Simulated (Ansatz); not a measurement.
# GePbO3 (model cell, started as cubic perovskite with Ge in the octahedra): from the cell to its phonons

How does GePbO3 (model cell, started as cubic perovskite with Ge in the octahedra) vibrate, and is this structure a minimum?

Main program and level: Ansatz 0.2.0; DFT PBEsol, scalar-relativistic, plane waves, PAW.

The structure was built from a prototype and need not be the compound's stable phase.

## 1. The starting structure

Symmetry: Pm-3m, No. 221, cubic system. The conventional cell has a = 3.783 Å, b = 3.783 Å, c = 3.783 Å, α = 90.00°, β = 90.00°, γ = 90.00°. Pb has 12 O at 2.67 Å nearest. Ge has 6 O at 1.89 Å nearest. Nearest to O lie 2 Ge at 1.89 Å and 4 Pb at 2.67 Å. Farther neighbours and most contacts between anions are not listed.

## 2. Rough relaxation

A rough relaxation comes first, because large forces or stress need no tight tolerances yet.

File input.yaml:

```yaml
crystal:
  lattice:
    - [3.7828, 0.0, 0.0]
    - [0.0, 3.7828, 0.0]
    - [0.0, 0.0, 3.7828]
  atoms:
    - { symbol: Pb, position: [0.0, 0.0, 0.0] }
    - { symbol: Ge, position: [0.5, 0.5, 0.5] }
    - { symbol: O, position: [0.5, 0.5, 0.0] }
    - { symbol: O, position: [0.5, 0.0, 0.5] }
    - { symbol: O, position: [0.0, 0.5, 0.5] }
kpoints:
  mp_grid: { grid: [6, 6, 6] }
hamiltonian:
  xc: pbesol
scf:
  occupations: { method: gaussian, width: 0.1 }
output:
  forces: true
  stress: true
  eigenvalues: true
relax:
  adjacent_minimum: "off"
  f_tol: 0.05
  max_steps: 80
  cell: { stress_tol: 0.5 }
```

Launch:

```console
$ ansatz run input.yaml --threads 8 --pin off --max-ram 14336MiB --backend cpu --events-out ev --progress --plain --runs-dir out
```

Numbers of over 12 decimals in the logs are rounded to 6 here.

Log:

```text
The last accepted step is kept in <dir> (removed where the run ends without a failure and the disk answers)
Engine: ansatz 0.2.0, x86_64-unknown-linux-gnu
Pseudopotentials: kind: paw
Pseudopotential: Pb, paw, valence charge 14, recommended cutoff 420 eV (normal), Pb.paw.azcp
Pseudopotential: Ge, paw, valence charge 14, recommended cutoff 420 eV (normal), Ge.paw.azcp
[...]
cell:  # Å, volume = 56.6929 Å³
    - [3.841576, 0, 0]
    - [0, 3.841576, 0]
    - [0, 0, 3.841576]
  atoms:
    - { symbol: Pb, position: [0, 0, 0] }
    - { symbol: Ge, position: [0.500000, 0.500000, 0.500000] }
    - { symbol: O, position: [0.500000, 0.500000, 0] }
    - { symbol: O, position: [0.500000, 0, 0.500000] }
    - { symbol: O, position: [0, 0.500000, 0.500000] }
[key lines of the parts left out:]
SCF converged after 6 iterations
Free energy (F): -17690.329203 eV
Fermi energy:    11.555659 eV
P = ⅓ Tr σ = 0.0385 GPa (0.385 kbar)
```

It took 5.7 s on 8 threads of Intel Xeon at 2.70GHz, shared host; peak memory 0.46 GiB; 25 s of CPU time.

Relaxation path:

| step | energy less that of the first step (eV) | largest force component (eV/Å) | pressure (GPa) | volume (Å³) |
| --- | --- | --- | --- | --- |
| 1 | 0.0000 | 0.0000 | 9.42 | 54.13 |
| 2 | -0.0576 | 0.0000 | 1.86 | 56.05 |
| 3 | -0.0585 | 0.0000 | 0.12 | 56.55 |
| 4* | -0.0721 | 0.0000 | 0.52 | 56.55 |
| 5 | -0.0717 | 0.0000 | 0.03 | 56.69 |
| 6* | -0.0729 | 0.0000 | 0.04 | 56.69 |

Relaxation steps marked * repeat the geometry before them on a plane-wave basis chosen anew for their cell, so energy and pressure can jump there.

The run keeps the 48 symmetry operations that it works with, so distortions that break them were not tested.

| conventional cell, symmetrised | before | after | change |
| --- | --- | --- | --- |
| a (Å) | 3.783 | 3.842 | +1.6 % |
| b (Å) | 3.783 | 3.842 | +1.6 % |
| c (Å) | 3.783 | 3.842 | +1.6 % |
| volume (Å³/atom) | 10.83 | 11.34 | +4.7 % |

The relaxed structure:

```cif
data_structure
_symmetry_space_group_name_H-M 'P 1'
_symmetry_Int_Tables_number 1
_cell_length_a 3.8416
_cell_length_b 3.8416
_cell_length_c 3.8416
_cell_angle_alpha 90.000
_cell_angle_beta 90.000
_cell_angle_gamma 90.000
_cell_volume 56.69
loop_
_atom_site_label
_atom_site_type_symbol
_atom_site_fract_x
_atom_site_fract_y
_atom_site_fract_z
_atom_site_occupancy
Pb1 Pb 0.00000 0.00000 0.00000 1
Ge2 Ge 0.50000 0.50000 0.50000 1
O3 O 0.50000 0.50000 0.00000 1
O4 O 0.50000 0.00000 0.50000 1
O5 O 0.00000 0.50000 0.50000 1
```

Numbers from this step:

| Property | Result |
| --- | --- |
| pressure | 0.03845 GPa |
| volume per atom | 11.34 Å³ |
| gap on the k-mesh | 0 eV |

In this step the volume went from 10.83 to 11.34 Å³/atom.

## 3. Bringing the structure to rest

The cell and atoms are relaxed, since residual forces and stress would shift the frequencies.

input.yaml, the sections that differ from step 2:

```yaml
crystal:
  lattice:
    - [3.8415764711, 0.0, 0.0]
    - [0.0, 3.8415764711, 0.0]
    - [0.0, 0.0, 3.8415764711]
  atoms:
    - { symbol: Pb, position: [0.0, 0.0, 0.0] }
    - { symbol: Ge, position: [0.5, 0.5, 0.5] }
    - { symbol: O, position: [0.5, 0.5, 0.0] }
    - { symbol: O, position: [0.5, 0.0, 0.5] }
    - { symbol: O, position: [0.0, 0.5, 0.5] }
kpoints:
  mp_grid: { grid: [10, 10, 10] }
relax:
  adjacent_minimum: "off"
  f_tol: 0.005
  max_steps: 80
  cell: { stress_tol: 0.05 }
# hamiltonian, scf, output: as in step 2
```

Log:

```text
[...]
Crystal: 5 atoms, lattice volume = 56.693 Å³
Basis set: ecut = 420 eV, 1141 PW (Γ), exchange–correlation on 54×54×54 points (8 copies of the dense FFT grid, shifted against one another)
Bands: 28, of which v1, the nominal top of the filled ones, is band 23 counted from 1 (22 counted from 0)
Symmetry: 48 space group operations
[...]
k-points: 56 of 1000
[...]
--- Relaxed structure (2 steps of the walk, 2 accepted, 1 SCFs on fresh bases) ---
[...]
cell:  # Å, volume = 56.6695 Å³
    - [3.841048, 0, 0.0]
    - [0, 3.841048, 0.0]
    - [0.0, 0.0, 3.841048]
  atoms:
    - { symbol: Pb, position: [0, 0, 0] }
    - { symbol: Ge, position: [0.500000, 0.500000, 0.500000] }
    - { symbol: O, position: [0.500000, 0.500000, 0] }
    - { symbol: O, position: [0.500000, 0, 0.500000] }
    - { symbol: O, position: [0, 0.500000, 0.500000] }
[key lines of the parts left out:]
SCF converged after 8 iterations
Free energy (F): -17690.326270 eV
Fermi energy:    11.589411 eV
P = ⅓ Tr σ = -0.0226 GPa (-0.226 kbar)
```

Elapsed: 4.4 s, on 8 threads; peak memory 0.53 GiB.

Little changed from the start: no atom moved by 0.005 Å and no cell edge by 0.1 %.

This step gave:

```yaml
pressure: -0.02258 GPa
volume_per_atom: 11.33 Å³
```

In this step the volume went from 11.34 to 11.33 Å³/atom.

## 4. Tight relaxation

Phonons need a cell at rest on their own settings, so the relaxation is repeated with tight tolerances on forces and stress on the k mesh and occupations of the first response run.

File input.yaml:

```yaml
crystal:
  lattice:
    - [3.8410475312, 0.0, 0.0]
    - [0.0, 3.8410475312, 0.0]
    - [0.0, 0.0, 3.8410475312]
  atoms:
    - { symbol: Pb, position: [0.0, 0.0, 0.0] }
    - { symbol: Ge, position: [0.5, 0.5, 0.5] }
    - { symbol: O, position: [0.5, 0.5, 0.0] }
    - { symbol: O, position: [0.5, 0.0, 0.5] }
    - { symbol: O, position: [0.0, 0.5, 0.5] }
kpoints:
  mp_grid: { grid: [12, 12, 12] }
hamiltonian:
  xc: pbesol
scf:
  occupations: { method: methfessel_paxton, width: 0.2 }
output:
  forces: true
  stress: true
  eigenvalues: true
  write_density: true
  write_potential: true
  elf: true
  volumetric_format: npy
relax:
  adjacent_minimum: "off"
  f_tol: 0.001
  max_steps: 60
  cell: { stress_tol: 0.01 }
```

Log:

```text
[...]
Crystal: 5 atoms, lattice volume = 56.669 Å³
Basis set: ecut = 420 eV, 1141 PW (Γ), exchange–correlation on 54×54×54 points (8 copies of the dense FFT grid, shifted against one another)
Bands: 28, of which v1, the nominal top of the filled ones, is band 23 counted from 1 (22 counted from 0)
Symmetry: 48 space group operations
[...]
k-points: 84 of 1728
[...]
--- Relaxed structure (3 steps of the walk, 3 accepted, 1 SCFs on fresh bases) ---
[...]
cell:  # Å, volume = 56.6517 Å³
    - [3.840646, 0, 0]
    - [0, 3.840646, 0.0]
    - [0, 0.0, 3.840646]
  atoms:
    - { symbol: Pb, position: [0, 0, 0] }
    - { symbol: Ge, position: [0.5, 0.5, 0.5] }
    - { symbol: O, position: [0.5, 0.5, 0] }
    - { symbol: O, position: [0.5, 0, 0.5] }
    - { symbol: O, position: [0, 0.5, 0.5] }
[key lines of the parts left out:]
SCF converged after 6 iterations
Free energy (F): -17690.325423 eV
Fermi energy:    11.510894 eV
P = ⅓ Tr σ = -0.0022 GPa (-0.022 kbar)
```

Run time: 7.1 s. Hardware: 8 threads; peak memory 0.56 GiB.

Little changed from the start: no atom moved by 0.005 Å and no cell edge by 0.1 %.

Numbers from this step:

| Property | Result |
| --- | --- |
| pressure | -0.002175 GPa |

Valence density in the ac plane at fractional y = 0.500, with atoms of Ge and O within 0.2 Å of it. It is the smooth field of the valence electrons, not physical close to the nuclei.

Ten steps, logarithmic in the rise over the least value, from '0' (0 e/Å³) to '9' (46 e/Å³), each cell a mean:
```
00001355531000
00001234321000
00000122210000
11000112110011
33111234311123
54311478631235
65322589842245
55322478731235
43211245421123
21100122110011
00000122110000
00001233310000
00001355431000
00002456531000
```
Columns run along a (3.8 Å), rows up along c (3.8 Å). Atoms in or near the plane, at fractional coordinates: Ge at (0.50, 0.50), O at (0.50, 0.00), O at (0.00, 0.50).

ELF in the ac plane at fractional y = 0.500, with atoms of Ge and O within 0.2 Å of it. It is the smooth field of the valence electrons, not physical close to the nuclei.

Ten even steps from '_' (0.00) to '@' (0.82), each cell a mean:
```
____..==%%@@##**%%@@##--____
______::**@@@@@@@@%%++..____
--::....--**######++::....--
%%##==....----==--::..::++##
@@@@##==::::::..::::::++%%@@
##%%@@**--..______::--##@@%%
--##@@**--..______..==##@@**
**%%@@**--..______::--##@@##
@@@@%%++::::......::--**@@@@
@@%%++::..::------::..--**%%
++==....::++******==....::==
....__..++%%@@@@@@##==..__..
____..==%%@@%%##%%@@##::____
____..++@@@@**--##@@%%--____
```
Columns run along a (3.8 Å), rows up along c (3.8 Å). Atoms in or near the plane, at fractional coordinates: Ge at (0.50, 0.50), O at (0.50, 0.00), O at (0.00, 0.50).

Electrostatic potential energy in the ac plane at fractional y = 0.500, with atoms of Ge and O within 0.2 Å of it. With pseudopotentials it is smooth inside the atoms' cores, unlike the true potential.

Values in eV, 14 rows by 14 columns, each cell a mean:
```
 16  16  16  16  12 -13 -30 -34 -27  -4  14  16  16  16
 16  16  16  16  14   2 -15 -21 -12   7  15  16  16  16
 16  16  16  15  13   9   4   2   6  11  14  15  16  16
 13  14  15  13   9   2  -4  -6  -3   5  11  14  15  14
 -9  -1  10  10   2 -12 -18 -20 -17  -7   5  11   7  -4
-31 -25  -4   6  -7 -21 -27 -29 -26 -17  -3   6 -12 -27
-36 -32 -13   3 -11 -24 -31 -34 -29 -20  -6   2 -21 -34
-33 -28  -7   5  -8 -22 -28 -31 -27 -18  -4   4 -15 -30
-18 -10   6   9  -1 -16 -22 -24 -21 -12   2   9   2 -13
 10  12  14  12   7  -1  -8 -11  -7   2   9  13  14  12
 16  16  15  14  12   9   5   3   6  10  13  15  16  16
 16  16  16  15  14   6  -7 -13  -4  10  15  16  16  16
 16  16  16  16  12 -10 -28 -32 -25  -1  14  16  16  16
 15  16  16  16  10 -18 -33 -36 -31  -9  13  16  16  16
```
Columns run along a (3.8 Å; values clipped at the 3rd and 97th percentile), rows up along c (3.8 Å). Atoms in or near the plane, at fractional coordinates: Ge at (0.50, 0.50), O at (0.50, 0.00), O at (0.00, 0.50).

The forces vanish by symmetry and the pressure is -0.002 GPa, within the tolerances set. The cell now holds 11.33 Å³/atom.

## 5. Modes at Γ

The zone centre comes first: it holds the modes that light can see, as far as symmetry allows. No field response is asked, since the mesh shows no gap.

input.yaml, the sections that differ from step 4:

```yaml
crystal:
  lattice:
    - [3.8406457686, 0.0, 0.0]
    - [0.0, 3.8406457686, 0.0]
    - [0.0, 0.0, 3.8406457686]
  atoms:
    - { symbol: Pb, position: [0.0, 0.0, 0.0] }
    - { symbol: Ge, position: [0.5, 0.5, 0.5] }
    - { symbol: O, position: [0.5, 0.5, 0.0] }
    - { symbol: O, position: [0.5, 0.0, 0.5] }
    - { symbol: O, position: [0.0, 0.5, 0.5] }
output:
  eigenvalues: true
phonons:
  method: dfpt
# kpoints, hamiltonian, scf: as in step 4
# relax: removed
```

Log:

```text
zone centre: on kpoints.mp_grid the ground state, and the responses unless they are solved on pairs of k-points, stand on 343 of the mesh's 1728 k-points, reduced under 8 symmetry operations, with k and −k counted as one. Each operation leaves every solved displacement unchanged or reverses it
[...]
Crystal: 5 atoms, lattice volume = 56.652 Å³
Basis set: ecut = 420 eV, 1141 PW (Γ), exchange–correlation on 54×54×54 points (8 copies of the dense FFT grid, shifted against one another)
Bands: 28, of which v1, the nominal top of the filled ones, is band 23 counted from 1 (22 counted from 0)
Symmetry: 48 space group operations
k-points: 343 of 1728 (irreducible under 8 space group operations)
[...]
SCF iter   1: F=—  HF=-17690.361043 eV  |F-HF|=—  |Δ(HF+E_count)|=         —  Δρ=1.64e-2  dr2=1.26e-1  ethr=1.77e-3  ⟨swp⟩=5.8  Hψ=43983  notcnv=0
[...]
SCF iter  10: F=-17690.325423 eV  HF=-17690.325423 eV  |F-HF|=3.64e-12  |Δ(HF+E_count)|=  1.46e-11  S|Δr|=    0.00e0  Δρ=1.01e-7  dr2=4.76e-12  ethr=1.00e-12  ⟨swp⟩=10.4  Hψ=50404  notcnv=0
SCF 1 converged in 10 iterations: F = -17690.325423 eV  dr2 = 4.76e-12
[...]
DFPT response loops at Γ: preconditioner auto → Kerker (q_TF=auto, 2.635 Å⁻¹) (partly filled bands, converged f_vac=0.000); β = 1.00, the filter's whole step (`scf.mixing.beta` (0.50) is not read by the response loops under this deck's `scf.mixing.preconditioner`; to damp them name `kerker` or `kerker_dos`, under which they read `scf.mixing.beta`, and type it under 1.00, their step now; both keys bind the ground state too); Broyden in place of MSR1
SCF converged after 10 iterations
[...]
Free energy (F): -17690.325423 eV
[...]
Internal energy: -17690.329076 eV  (E = F + TS)
E sigma→0 (E₀):  -17690.326337 eV
Entropy (-TS):   0.003653 eV (0.731 meV/atom)
Fermi energy:    11.510894 eV
Step filling:    the computed levels leave a gap of 0.0000 eV = 0.0 smearing widths at the electron count; against every level under it full and every level over it empty, smearing changes F+E_penalty+E_count by +0.420 meV and its σ→0 estimate by -0.494 meV
[...]
--- Band table (eV; the first three rows and the last of 343) ---
  k-point 0: bands = [... 19 lower, 9.7280, 9.8920, 9.8920, 9.8920, 11.1411, 19.8777, 19.8777, 19.8777, ... 1 higher]
  k-point 1: bands = [... 19 lower, 9.6975, 9.8768, 9.8857, 9.8857, 11.5571, 19.2859, 19.7429, 19.7429, ... 1 higher]
  k-point 2: bands = [... 19 lower, 9.5580, 9.8345, 9.9197, 9.9197, 12.4124, 18.1920, 19.4153, 19.4153, ... 1 higher]
  k-point 342: bands = [... 19 lower, 9.5513, 11.1607, 11.1607, 11.1607, 18.2848, 18.2848, 18.2848, 18.8805, ... 1 higher]
--- Phonons (Γ-DFPT): 4 representative perturbations + reference, on 343 of 1728 k-points (Σ response iterations 13) ---
  k mesh reduced under 8 symmetry operations, with k and −k counted as one. Each operation leaves every solved displacement unchanged or reverses it
  ASR residual: 6.389e-5 → 0.000e0 eV/Å²; symmetrization residual: 1.947e-6 eV/Å²
  ASR residual per site (eV/Å²): 3.35e-5 6.39e-5 4.13e-6 4.13e-6 4.13e-6
  Γ frequencies (cm⁻¹): 0.00 0.00 0.00 47.52 47.52 47.52 202.97 202.97 202.97 271.01 271.01 271.01 557.29 557.29 557.29
  non-analytic LO–TO correction: not included (Born effective charges unavailable; polar crystals: no LO–TO splitting at Γ)
```

Wall time 59 s (8 threads); peak memory 2 GiB; 5.7 min of CPU time.

Numbers from this step:

```
sum-rule residual before enforcement                    : 6.39e-5 eV/Å²
point group                                             : m-3m
highest optical mode at the zone centre (no LO-TO term) : 557.3 cm⁻¹
lowest optical zone-centre mode                         : 47.52 cm⁻¹
```

Patterns of degenerate modes are one choice out of their space. The modes at Γ (shares of kinetic energy by element, %):

| mode | frequency (cm⁻¹) | symmetry | Pb % | Ge % | O % |
| --- | --- | --- | --- | --- | --- |
| 1 | 0.0 | acoustic | 63 | 22 | 15 |
| 2 | 0.0 | acoustic | 63 | 22 | 15 |
| 3 | 0.0 | acoustic | 63 | 22 | 15 |
| 4 | 47.5 | T1u | 31 | 11 | 58 |
| 5 | 47.5 | T1u | 31 | 11 | 58 |
| 6 | 47.5 | T1u | 31 | 11 | 58 |
| 7 | 203.0 | T1u | 6 | 64 | 30 |
| 8 | 203.0 | T1u | 6 | 64 | 30 |
| 9 | 203.0 | T1u | 6 | 64 | 30 |
| 10 | 271.0 | T2u | 0 | 0 | 100 |
| 11 | 271.0 | T2u | 0 | 0 | 100 |
| 12 | 271.0 | T2u | 0 | 0 | 100 |
| 13 | 557.3 | T1u | 0 | 3 | 96 |
| 14 | 557.3 | T1u | 0 | 3 | 96 |
| 15 | 557.3 | T1u | 0 | 3 | 96 |

Displacements in mode 4 (47.5 cm⁻¹), the largest set to 1:
```
Pb1 -0.02  0.03  0.31
Ge2  0.02 -0.03 -0.31
O3   0.07 -0.11 -0.64
O4   0.07 -0.07 -1.00
O5   0.05 -0.11 -1.00
```

Displacements in mode 14 (557.3 cm⁻¹), the largest set to 1:
```
Pb1  0.00  0.00  0.00
Ge2  0.00  0.06 -0.10
O3   0.00  0.18  1.00
O4   0.00 -0.68 -0.26
O5   0.00  0.18 -0.26
```

Before it was imposed, the acoustic sum rule was missed by 6.4e-5 eV/Å². Small misses are needed for a sound result but don't prove that mesh and cutoff are converged. The lowest optical mode is real, 47.5 cm⁻¹.

(Continued in part 2 of 2.)

[Logs are printed without paths, hosts, clocks, repeated set-up lines and the standing remarks that a program may print on its own settings, such as how far it seeks lower states.]

[Hosts, paths, dates, database ids (printed as entryN), source tags and the programs' standing remarks are cut or masked in the printed files.]
